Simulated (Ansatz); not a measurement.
# How many bands does the GW gap of MoS2 (P6_3/mmc) need?

Aim: see how the G0W0 gap of MoS2 (P6_3/mmc) on PBE moves with empty bands and screening cutoff, and what each rung costs.

Calculated with Ansatz 0.2.0; G0W0 on PBE, plane waves, PAW.

Report form: the programs' logs are mostly left out.

The database entry behind the starting cell differs from later determinations by our own check (about 0.3 % long), so it need not match the best structure at ambient conditions.

### 1. The structure

The structure is hexagonal, space group P6_3/mmc (No. 194). The conventional cell has a = 3.169 Å, b = 3.169 Å, c = 12.324 Å, α = 90.00°, β = 90.00°, γ = 120.00°. Nearest to Mo lie 6 S at 2.41 Å. Nearest to S lie 3 Mo at 2.41 Å. Farther neighbours and most contacts between anions are not listed.

Structure file:

```cif
data_structure
_symmetry_space_group_name_H-M 'P6_3/mmc'
_symmetry_Int_Tables_number 194
_cell_length_a 3.1690
_cell_length_b 3.1690
_cell_length_c 12.3240
_cell_angle_alpha 90.000
_cell_angle_beta 90.000
_cell_angle_gamma 120.000
_cell_volume 107.18
loop_
_atom_site_label
_atom_site_type_symbol
_atom_site_symmetry_multiplicity
_atom_site_Wyckoff_symbol
_atom_site_fract_x
_atom_site_fract_y
_atom_site_fract_z
_atom_site_occupancy
Mo1 Mo 2 c 0.33333 0.66667 0.25000 1
S1 S 4 f 0.33333 0.66667 0.62300 1
```

The cell and positions come from the Crystallography Open Database and are kept as given unless a step says otherwise. The default PAW set here is soft_2. Its files were made with PBE.

### 2. 243 empty bands, screening to 100 eV

Now the one-shot GW correction: screening in the RPA, then the self-energy of the levels asked for.

File input.yaml:

```yaml
crystal:
  lattice:
    - [3.169, 0.0, 0.0]
    - [-1.5845, 2.7444345046, 0.0]
    - [0.0, 0.0, 12.324]
  atoms:
    - { symbol: Mo, position: [0.3333333333, 0.6666666667, 0.25] }
    - { symbol: Mo, position: [0.6666666667, 0.3333333333, 0.75] }
    - { symbol: S, position: [0.3333333333, 0.6666666667, 0.623] }
    - { symbol: S, position: [0.6666666667, 0.3333333333, 0.123] }
    - { symbol: S, position: [0.3333333333, 0.6666666667, 0.877] }
    - { symbol: S, position: [0.6666666667, 0.3333333333, 0.377] }
kpoints:
  mp_grid: { grid: [6, 6, 2] }
hamiltonian:
  xc: pbe
scf:
  occupations: { method: fixed }
gw:
  n_empty_bands: 243
  ecut_chi: 100.0
  qp_bands: [v2, c2]
  qp_kpoints: band_edges
  screening: { model: contour_deformation }
```

The run is started by

```sh
ansatz run input.yaml --threads 3 --pin off --max-ram 64512MiB --backend cuda --events-out ev --progress --plain --runs-dir out --devices 1 --max-vram 24GiB  # rebuilt from the run's record
```

Run time: 12 s. Hardware: 1 × NVIDIA H100 80GB HBM3 (shared by 3 runs) with 3 threads of AMD EPYC 7R13 (Zen 3), shared host; peak memory 1.4 GiB.

This step gave:

- bands summed: 269
- RPA ε∞ on this mesh (eigenvalues): 6.249, 15.26, 15.26
- plane waves in the screening matrix: 255
- q-points in the mesh: 72
- G0W0 gap on the mesh: 1.207 eV
- k of the valence top: 0, 0, 0
- k of the conduction bottom: 0.1667, 0.1667, 0
- starting gap on the mesh: 0.8857 eV
- Z at the valence top: 0.7392
- Z at the conduction bottom: 0.7492
- least direct G0W0 gap on the computed points: 2.079 eV

The gap on the mesh goes from 0.89 eV to 1.21 eV, a correction of +0.32 eV. Between the two edge states, bare exchange in place of the xc potential would open the gap by 4.75 eV, and correlation takes back 4.43 eV.

### 3. 688 empty bands, screening to 200 eV

Bands and screening cutoff are moved together, since each hides the error of the other.

input.yaml, as its differences from that of step 2:

```diff
@@ -19,4 +19,4 @@
 gw:
-  n_empty_bands: 243
-  ecut_chi: 100.0
+  n_empty_bands: 688
+  ecut_chi: 200.0
   qp_bands: [v2, c2]
```

Elapsed: 30 s, on 1 × NVIDIA H100 80GB HBM3 (shared by 3 runs) with 3 threads; peak memory 2.7 GiB; 52 s of CPU time.

This step gave:

| Quantity | Value |
| --- | --- |
| bands summed | 714 |
| RPA ε∞ on this mesh (eigenvalues) | 6.227, 14.96, 14.96 |
| plane waves in the screening matrix | 701 |
| q-points in the mesh | 72 |
| G0W0 gap on the mesh | 1.258 eV |
| k of the valence top | 0, 0, 0 |
| k of the conduction bottom | 0.1667, 0.1667, 0 |
| starting gap on the mesh | 0.8857 eV |
| Z at the valence top | 0.7346 |
| Z at the conduction bottom | 0.7457 |
| least direct G0W0 gap on the computed points | 2.083 eV |

Against the run with 6×6×2 mesh, 243 empty bands, screening to 100 eV, the gap moves by +0.05 eV.

### 4. Changing the frequency model: 6×6×2 mesh, 688 empty bands, screening to 200 eV, plasmon pole

A plasmon pole stands in for the full frequency dependence of the screening; this run shows what that costs in accuracy.

input.yaml, as its differences from that of step 3:

```diff
@@ -23,2 +23,2 @@
   qp_kpoints: band_edges
-  screening: { model: contour_deformation }
+  screening: { model: godby_needs }
```

Elapsed: 47 s, on 1 × NVIDIA H100 80GB HBM3 (shared by 3 runs) with 3 threads; peak memory 4.8 GiB.

This step gave:

```
bands summed                                 : 714
plasmon-pole fit frequency                   : 25.86 eV
RPA ε∞ on this mesh (eigenvalues)            : 6.227, 14.96, 14.96
plane waves in the screening matrix          : 701
G0W0 gap on the mesh                         : 1.262 eV
k of the valence top                         : 0, 0, 0
k of the conduction bottom                   : 0.1667, 0.1667, 0
starting gap on the mesh                     : 0.8857 eV
least direct G0W0 gap on the computed points : 2.156 eV
```

Against the run with 6×6×2 mesh, 688 empty bands, screening to 200 eV, the gap moves by +0.004 eV.

### 5. Side by side

Times are wall times on 1 × NVIDIA H100 80GB HBM3 (shared by 3 runs) with 3 threads of AMD EPYC 7R13 (Zen 3), shared host, good to a factor of about two.

```
 mesh        files            frequency  bands summed  cutoff (eV)  start (eV)  G0W0 (eV)  time  host memory (GiB)
6×6×2  default PAW  contour deformation           269          100       0.886      1.207  12 s                1.4
6×6×2  default PAW  contour deformation           714          200       0.886      1.258  30 s                2.7
6×6×2  default PAW         plasmon pole           714          200       0.886      1.262  47 s                4.8
```

The parts of the quasiparticle energy at the two band edges (eV; QP = start + Σx + Σc − Vxc):

```
      run               edge  start      Σx     Σc     Vxc     Z     QP
269 bands        valence top  10.90  -19.74   0.66  -19.18  0.74  11.00
269 bands  conduction bottom  11.78  -13.37  -3.77  -17.56  0.75  12.21
714 bands        valence top  10.90  -19.74   0.37  -19.18  0.73  10.71
714 bands  conduction bottom  11.78  -13.37  -4.01  -17.56  0.75  11.97
```

### 6. Results

```yaml
269_bands_100_ev: 1.207 eV
714_bands_200_ev: 1.258 eV
estimated_limit_in_bands_and_cutoff: 1.29 eV
mesh_and_start: 6×6×2, PBE
```

A line in one over the bands through the two rungs gives 1.29 eV, +0.03 eV from the top rung; with two points alone it is an unchecked estimate. The rungs stand 0.08 eV (269 bands) and 0.03 eV (714 bands) from it. From 269 to 714 bands the gap moves by +0.05 eV while the time grows 2.5-fold. Σc changes by −0.29 eV at the valence top and −0.24 eV at the conduction bottom, so the levels themselves move more than the gap between them. The plasmon-pole model gives +0.004 eV against contour deformation, 1 % of the correction (the least direct gap moves by +0.07 eV), and saved no time in this program. The 6×6×2 mesh is coarse for this cell (its supercell is 19 Å along the shortest edge). The RPA ε∞ on it, from the PBE start, is 6.23 and 14.96; such meshes misread the long-range screening, most where the gap is narrow. The many-body steps are scalar-relativistic: spin-orbit coupling is not in them.

[Paths, hosts, dates, memory and timing lines, banners, echoed tables and standing remarks are left out of the program output.]

[Logs are printed without paths, hosts, clocks, repeated set-up lines and the standing remarks that a program may print on its own settings, such as how far it seeks lower states.]

[Runs of the session that timed out or met a known fault of the program may be left out.]

[Cells called generated may have been cut or substituted from an entry of the Crystallography Open Database or the Materials Project.]

[Hosts, paths, dates, database ids (printed as entryN), source tags and the programs' standing remarks are cut or masked in the printed files.]
